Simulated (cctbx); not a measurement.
# A crystallographic session in cctbx: Pr5Dy3

Library: cctbx 2025.11. The data are simulated by the first script.

## 1. Simulate the data

run.py:

```python
from cctbx import adptbx, crystal, miller, sgtbx, xray
from cctbx.array_family import flex
from iotbx.shelx import hklf
from scitbx import matrix
import scitbx.random

cs = crystal.symmetry(unit_cell=(9.67, 9.67, 6.513, 90, 90, 120), space_group_symbol='Hall: -P 6c 2')  # P6_3/mcm
atoms = [  # label, site, U (iso, or U11 U22 U33 U12 U13 U23 in A^2), occupancy
    ("Dy1", (0, 0.3895, 0.25), (0.0029, 0.0050, 0.0027, 0.0014, 0.0000, 0.0000), 1),
    ("Pr1", (0, 0.7467, 0.25), (0.0024, 0.0032, 0.0035, 0.0012, 0.0000, 0.0000), 1),
    ("Pr2", (2/3, 1/3, 0.5), (0.0028, 0.0028, 0.0028, 0.0014, 0.0000, 0.0000), 1),
]
xs = xray.structure(crystal_symmetry=cs)
for label, site, u, occ in atoms:
    u = adptbx.u_cif_as_u_star(cs.unit_cell(), u) if isinstance(u, tuple) else u
    xs.add_scatterer(xray.scatterer(label, site=site, u=u, occupancy=occ))
xs.set_inelastic_form_factors(1.3414, "sasaki")
xs.show_summary()
p1 = xs.expand_to_p1()
ms = miller.build_set(p1, anomalous_flag=True, d_min=0.8)
flex.set_random_seed(504232)
scitbx.random.set_random_seed(504232)
ms = ms.select(flex.random_double(ms.size()) < 0.8)
i = ms.structure_factors_from_scatterers(p1, algorithm="direct").f_calc().as_intensity_array().data()
i = i * 5000 / flex.max(i)
sig = flex.sqrt(i + flex.pow2(0.015 * i) + 8 ** 2)
noise = scitbx.random.variate(scitbx.random.normal_distribution())(i.size())
data = ms.array(data=i + sig * noise, sigmas=sig).set_observation_type_xray_intensity()
with open("data.hkl", "w") as f:
    data.export_as_shelx_hklf(f)
print("reflections written:", data.size(), " <I/sigma> = %.1f" % flex.mean(data.data() / data.sigmas()))
for h, a, b in list(data.sort("data"))[:12]:
    print("%4d%4d%4d %9.1f %7.1f" % (h + (a, b)))
```

```console
$ python run.py
```

```text
Number of scatterers: 3
At special positions: 3
Unit cell: (9.67, 9.67, 6.513, 90, 90, 120)
Space group: P 63/m c m (No. 193)
reflections written: 3433  <I/sigma> = 9.1
   0   0   4    5091.1   103.4
   0   0  -4    5030.2   103.4
   3  -3   0    3114.7    71.4
   0  -3   0    3053.6    71.4
   0   3   0    3043.3    71.4
   3   0   0    2944.9    71.4
  -3   3   0    2934.2    71.4
  -3   0   0    2933.1    71.4
  -1  -1   2    2254.3    57.5
   1  -2   2    2206.4    57.5
   2  -1   2    2184.8    57.5
   1   1   2    2160.6    57.5
```

It took 0.4 s on 1 thread of Arm Neoverse N1, on a shared host, peak memory 0.07 GiB.

## 2. Symmetry

run.py:

```python
from cctbx import crystal, sgtbx, statistics
from cctbx.array_family import flex
from iotbx.shelx import hklf

p1 = crystal.symmetry(unit_cell=(9.67, 9.67, 6.513, 90, 90, 120), space_group_symbol="P 1")
raw = hklf.reader(file_name="data.hkl").as_miller_arrays(crystal_symmetry=p1, anomalous=True)[0]
print(raw.size(), "reflections to d = %.3f A" % raw.d_min())
isig = raw.data() / raw.sigmas()
print("centring   violations  <I/sigma> of those")
best = "P"
for c in "ABCIRF":
    a = raw.customized_copy(space_group_info=sgtbx.space_group_info("Hall: %s 1" % c)).sys_absent_flags().data()
    m = flex.mean(isig.select(a))
    print("%5s %10d of %5d %8.1f" % (c, (isig.select(a) > 4).count(True), a.count(True), m))
    if (isig.select(a) > 4).count(True) < 0.01 * a.count(True):
        best = c
raw = raw.select(~raw.customized_copy(space_group_info=sgtbx.space_group_info("Hall: %s 1" % best)).sys_absent_flags().data())
isig = raw.data() / raw.sigmas()
rows = []
for s in sgtbx.space_group_symbol_iterator():
    g = sgtbx.space_group(s)
    if g.conventional_centring_type_symbol() != best or not g.is_compatible_unit_cell(p1.unit_cell(), 1e-3, 0.02):
        continue
    rows.append((s, g))
print("Laue class    unique    Rint  (classes that these axes allow; Friedel mates merged)")
rint = {}
for s, g in rows:
    laue = g.build_derived_patterson_group()
    key = laue.type().hall_symbol()
    if key not in rint:
        m = raw.customized_copy(space_group_info=laue.info(), anomalous_flag=False).merge_equivalents()
        rint[key] = m.r_int()
        print("%-14s %6d %7.3f" % (laue.type().lookup_symbol(), m.array().size(), m.r_int()))
floor = min(rint.values())
good = [(s, g) for s, g in rows if rint[g.build_derived_patterson_group().type().hall_symbol()] < 2 * floor + 0.03]
top = max(g.build_derived_patterson_group().order_z() for s, g in good)
print("space group    extra absences  I>4sigma  <I/sigma>")
for s, g in good:
    laue = g.build_derived_patterson_group()
    if laue.order_z() != top:
        continue
    a = raw.customized_copy(space_group_info=g.info()).sys_absent_flags().data()
    a &= ~raw.customized_copy(space_group_info=laue.info()).sys_absent_flags().data()
    bad = (isig.select(a) > 4).count(True)
    if bad <= 0.03 * a.count(True):
        print("%-16s %8d %10d %9s  %s" % (s.universal_hermann_mauguin(), a.count(True), bad, "%.1f" % flex.mean(isig.select(a)) if a.count(True) else "-", "centric" if g.is_centric() else "acentric"))
laue = max(good, key=lambda t: t[1].build_derived_patterson_group().order_z())[1].build_derived_patterson_group()
f = raw.customized_copy(space_group_info=laue.info(), anomalous_flag=False).merge_equivalents().array().eliminate_sys_absent().f_sq_as_f()
f.set_observation_type_xray_amplitude()
bins = max(3, min(8, f.size() // 12))
f.setup_binner(n_bins=bins)
w = statistics.wilson_plot(f, {e: n / laue.order_z() for e, n in {'Dy': 6.0, 'Pr': 10.0}.items()}, e_statistics=True)
print("Wilson B = %.2f A^2   <|E^2-1|> = %.3f (0.968 centric, 0.736 acentric)   E^2>4: %.1f %%" % (w.wilson_b, w.mean_e_sq_minus_1, w.percent_e_sq_gt_2))
print("shell (A)         n   <I/sigma>")
m = raw.customized_copy(space_group_info=laue.info(), anomalous_flag=False).merge_equivalents().array().eliminate_sys_absent()
for b in m.setup_binner(n_bins=bins).range_used():
    sel = m.binner().selection(b)
    print("%5.2f - %4.2f %6d %8.1f" % (min(m.binner().bin_d_range(b)[0] if m.binner().bin_d_range(b)[0] > 0 else 99, 99), m.binner().bin_d_range(b)[1], sel.count(True), flex.mean((m.data() / m.sigmas()).select(sel))))
```

```console
$ python run.py
```

```text
3433 reflections to d = 0.802 A
centring   violations  <I/sigma> of those
    A       1024 of  1717      8.4
    B       1034 of  1722      8.4
    C       1114 of  1729      9.4
    I       1021 of  1717      8.3
    R       1412 of  2279      9.1
    F       1586 of  2584      8.7
Laue class    unique    Rint  (classes that these axes allow; Friedel mates merged)
P -1             2059   0.041
P 1 1 2/m        1164   0.047
P -3              723   0.052
P -3 1 m          405   0.055
P -3 m 1          432   0.054
P 6/m             398   0.055
P 6/m m m         256   0.056
space group    extra absences  I>4sigma  <I/sigma>
P 6 2 2                 0          0         -  acentric
P 63 2 2                4          0      -0.0  acentric
P 6 m m                 0          0         -  acentric
P 63 c m              301          0      -0.0  acentric
P -6 m 2                0          0         -  acentric
P -6 c 2              301          0      -0.0  acentric
P -6 2 m                0          0         -  acentric
P 6/m m m               0          0         -  centric
P 63/m c m            301          0      -0.0  centric
Wilson B = 0.26 A^2   <|E^2-1|> = 0.762 (0.968 centric, 0.736 acentric)   E^2>4: 1.3 %
shell (A)         n   <I/sigma>
 8.37 - 1.60     41     31.6
 1.60 - 1.27     35     40.2
 1.27 - 1.11     30     34.5
 1.11 - 1.01     33     25.7
 1.01 - 0.94     28     38.8
 0.94 - 0.88     27     24.4
 0.88 - 0.84     31     22.6
 0.84 - 0.80     31     29.8
```

Time: 0.43 s.

## 3. Patterson map

run.py:

```python
from cctbx import crystal, maptbx
from iotbx.shelx import hklf

cs = crystal.symmetry(unit_cell=(9.67, 9.67, 6.513, 90, 90, 120), space_group_symbol='Hall: -P 6c 2')  # P6_3/mcm
raw = hklf.reader(file_name="data.hkl").as_miller_arrays(crystal_symmetry=cs, anomalous=True)[0]
merged = raw.eliminate_sys_absent().merge_equivalents()
fo2 = merged.array().set_observation_type_xray_intensity()
f = fo2.average_bijvoet_mates().f_sq_as_f()
pm = f.patterson_map(symmetry_flags=maptbx.use_space_group_symmetry, sharpening=True, resolution_factor=0.25)
peaks = pm.peak_search(parameters=maptbx.peak_search_parameters(min_distance_sym_equiv=0.4, max_clusters=14)).all()
top = peaks.heights()[0]
print("Patterson group", f.patterson_symmetry().space_group_info())
print("      u       v       w   height  length (A)")
for x, h in zip(peaks.sites(), peaks.heights()):
    y = [t - round(t) for t in x]
    print("%7.3f %7.3f %7.3f %8.1f %8.2f" % (x + (1000 * h / top, cs.unit_cell().length(y))))
```

```console
$ python run.py
```

```text
Patterson group P 6/m m m
      u       v       w   height  length (A)
  0.000   0.000   0.000   1000.0     0.00
  0.000   0.000   0.500    236.0     3.26
  0.256   0.628   0.500    225.8     6.21
  0.000   0.243   0.500    154.5     4.02
  0.000   0.133   0.500    147.7     3.50
  0.000   0.391   0.500    132.4     4.99
  0.216   0.608   0.000    128.9     5.16
  0.000   0.361   0.000    121.1     3.49
  0.256   0.511   0.000    120.6     6.33
  0.139   0.391   0.000    115.4     3.32
  0.065   0.354   0.252    114.5     3.56
  0.000   0.500   0.500    110.5     5.83
  0.333   0.667   0.000     93.0     5.58
  0.080   0.420   0.250     92.4     4.07
```

Time: 0.39 s.

## 4. Charge flipping

run.py:

```python
import itertools
from cctbx import crystal, maptbx
from cctbx.array_family import flex
from iotbx.shelx import hklf
from smtbx.ab_initio import charge_flipping as cf

cs = crystal.symmetry(unit_cell=(9.67, 9.67, 6.513, 90, 90, 120), space_group_symbol='Hall: -P 6c 2')  # P6_3/mcm
raw = hklf.reader(file_name="data.hkl").as_miller_arrays(crystal_symmetry=cs, anomalous=True)[0]
merged = raw.eliminate_sys_absent().merge_equivalents()
fo2 = merged.array().set_observation_type_xray_intensity()
f = fo2.average_bijvoet_mates().f_sq_as_f().resolution_filter(d_min=0.8)
p1 = f.expand_to_p1()
p1.setup_binner_counting_sorted(reflections_per_bin=max(40, p1.size() // 12))
work = p1.array(data=p1.data() / p1.amplitude_quasi_normalisations().data())
flex.set_random_seed(93648)
it = cf.weak_reflection_improved_iterator(delta=None, weak_reflection_fraction=0.1)
it.start(work, phases=flex.random_double(p1.size()) * 6.2832, f_000=0)
it.delta = 0.1 * it.rho_map.sigma()
print("cycle      R  skewness")
for n, st in enumerate(itertools.islice(it, 300)):
    if n % 25 == 0:
        print("%5d %6.3f %8.2f" % (n, st.r1_factor(), st.rho_map.skewness()))
rho = p1.phase_transfer(it.f_calc).fft_map().apply_volume_scaling()
polish = cf.low_density_elimination_iterator(constant_rho_c=rho.sigma())
polish.start(f_obs=p1, phases=it.f_calc, f_000=0)
for _ in range(8):
    next(polish)
print("origin shift          correlation  skewness")
maps = []
for fc, shift, cc in itertools.islice(cf.f_calc_symmetrisations(f, polish.f_calc, 0), 4):
    m = f.phase_transfer(fc).fft_map(symmetry_flags=maptbx.use_space_group_symmetry, resolution_factor=0.25).apply_sigma_scaling()
    maps.append((m.skewness(), cc, m))
    print("%6.3f %6.3f %6.3f %10.3f %9.2f" % (tuple(shift) + (cc, m.skewness())))
skew, cc, m = max((t for t in maps if t[1] > maps[0][1] - 0.04), key=lambda t: t[0])
print("taken: symmetry correlation %.3f, skewness %.2f" % (cc, skew))
peaks = m.peak_search(parameters=maptbx.peak_search_parameters(min_distance_sym_equiv=0.9, max_clusters=8)).all()
sps = cs.special_position_settings(min_distance_sym_equiv=0.5)
print("peak      x       y       z  mult  height/sigma")
for k, (x, h) in enumerate(zip(peaks.sites(), peaks.heights())):
    ss = sps.site_symmetry(x)
    print("Q%-3d %7.4f %7.4f %7.4f %4d %8.1f" % ((k + 1,) + tuple(t % 1 for t in ss.exact_site()) + (ss.multiplicity(), h)))
```

```console
$ python run.py
```

```text
cycle      R  skewness
    0  0.666     0.30
   25  0.019     0.90
   50  0.016     0.90
   75  0.015     0.89
  100  0.014     0.89
  125  0.014     0.89
  150  0.013     0.89
  175  0.013     0.89
  200  0.013     0.89
  225  0.013     0.89
  250  0.013     0.89
  275  0.013     0.89
origin shift          correlation  skewness
 0.613  0.087  0.128      0.826      2.01
 0.262  0.390  0.127      0.815      0.90
 0.634  0.768  0.130      0.779      1.08
 0.156  0.611  0.001      0.778      0.62
taken: symmetry correlation 0.826, skewness 2.01
peak      x       y       z  mult  height/sigma
Q1    0.0000  0.2592  0.7500    6     10.5
Q2    0.0000  0.3908  0.2500    6      8.7
Q3    0.2684  0.5984  0.2500   12      6.1
Q4    0.0000  0.3321  0.0026   12      3.8
Q5    0.3333  0.6667  0.0000    4      3.4
Q6    0.1403  0.4278  0.2500   12      3.2
Q7    0.0000  0.0798  0.2500    6      3.2
Q8    0.0000  0.1819  0.1464   12      2.6
```

Time: 1.2 s.

This run holds a fault made on purpose: flipping threshold far too low.

## 5. Charge flipping

run.py, as its changes from the last script of this kind:

```diff
@@ -18 +18 @@
-it.delta = 0.1 * it.rho_map.sigma()
+it.delta = 0.9 * it.rho_map.sigma()
```

```console
$ python run.py
```

```text
cycle      R  skewness
    0  0.623     0.24
   25  0.420     3.17
   50  0.332     5.39
   75  0.319     5.24
  100  0.314     5.09
  125  0.312     5.02
  150  0.314     5.06
  175  0.316     4.95
  200  0.319     5.08
  225  0.313     5.09
  250  0.306     5.12
  275  0.303     4.98
origin shift          correlation  skewness
 0.920  0.750  0.063      0.791      0.84
 0.244  0.414  0.061      0.814      1.14
 0.548  0.735  0.066      0.785      0.97
 0.575  0.718  0.267      0.770      0.75
taken: symmetry correlation 0.814, skewness 1.14
peak      x       y       z  mult  height/sigma
Q1    0.0000  0.0000  0.2500    2     12.9
Q2    0.0000  0.1169  0.1291   12      4.3
Q3    0.0000  0.3506  0.2500    6      4.1
Q4    0.2358  0.6233  0.2500   12      3.2
Q5    0.1291  0.5000  0.6207   24      3.0
Q6    0.0000  0.4018  0.5915   12      2.9
Q7    0.0824  0.4047  0.0290   24      2.9
Q8    0.0957  0.3530  0.1527   24      2.6
```

Time: 1.2 s.

## 6. Charge flipping

run.py, as its changes from the last script of this kind:

```diff
@@ -13,3 +13,2 @@
-p1.setup_binner_counting_sorted(reflections_per_bin=max(40, p1.size() // 12))
-work = p1.array(data=p1.data() / p1.amplitude_quasi_normalisations().data())
-flex.set_random_seed(93648)
+work = p1
+flex.set_random_seed(93649)
@@ -20,2 +19,2 @@
-for n, st in enumerate(itertools.islice(it, 300)):
-    if n % 25 == 0:
+for n, st in enumerate(itertools.islice(it, 600)):
+    if n % 50 == 0:
```

```console
$ python run.py
```

```text
cycle      R  skewness
    0  0.594     0.29
   50  0.418     2.58
  100  0.318     5.32
  150  0.313     5.11
  200  0.314     5.16
  250  0.310     5.12
  300  0.308     5.10
  350  0.313     5.10
  400  0.317     5.13
  450  0.316     5.13
  500  0.317     5.05
  550  0.307     5.05
origin shift          correlation  skewness
 0.353  0.526  0.437      0.771      0.61
 0.875 -0.005  0.438      0.778      0.62
 0.919 -0.002  0.437      0.778      0.34
 0.955  0.104  0.195      0.750      1.58
taken: symmetry correlation 0.750, skewness 1.58
peak      x       y       z  mult  height/sigma
Q1    0.0000  0.3926  0.2500    6     10.9
Q2    0.0000  0.2335  0.7500    6      7.1
Q3    0.2667  0.5333  0.0000   12      5.3
Q4    0.1415  0.3340  0.7500   12      3.9
Q5    0.0000  0.3570  0.7500    6      3.4
Q6    0.0000  0.0841  0.2500    6      3.3
Q7    0.0000  0.4736  0.1460   12      3.3
Q8    0.1649  0.4126  0.2500   12      2.6
```

Run time: 1.5 s on 1 thread of Arm Neoverse N1, on a shared host, peak memory 0.08 GiB.

[Logs are printed without paths, hosts, clocks, repeated set-up lines and the standing remarks that a program may print on its own settings, such as how far it seeks lower states.]
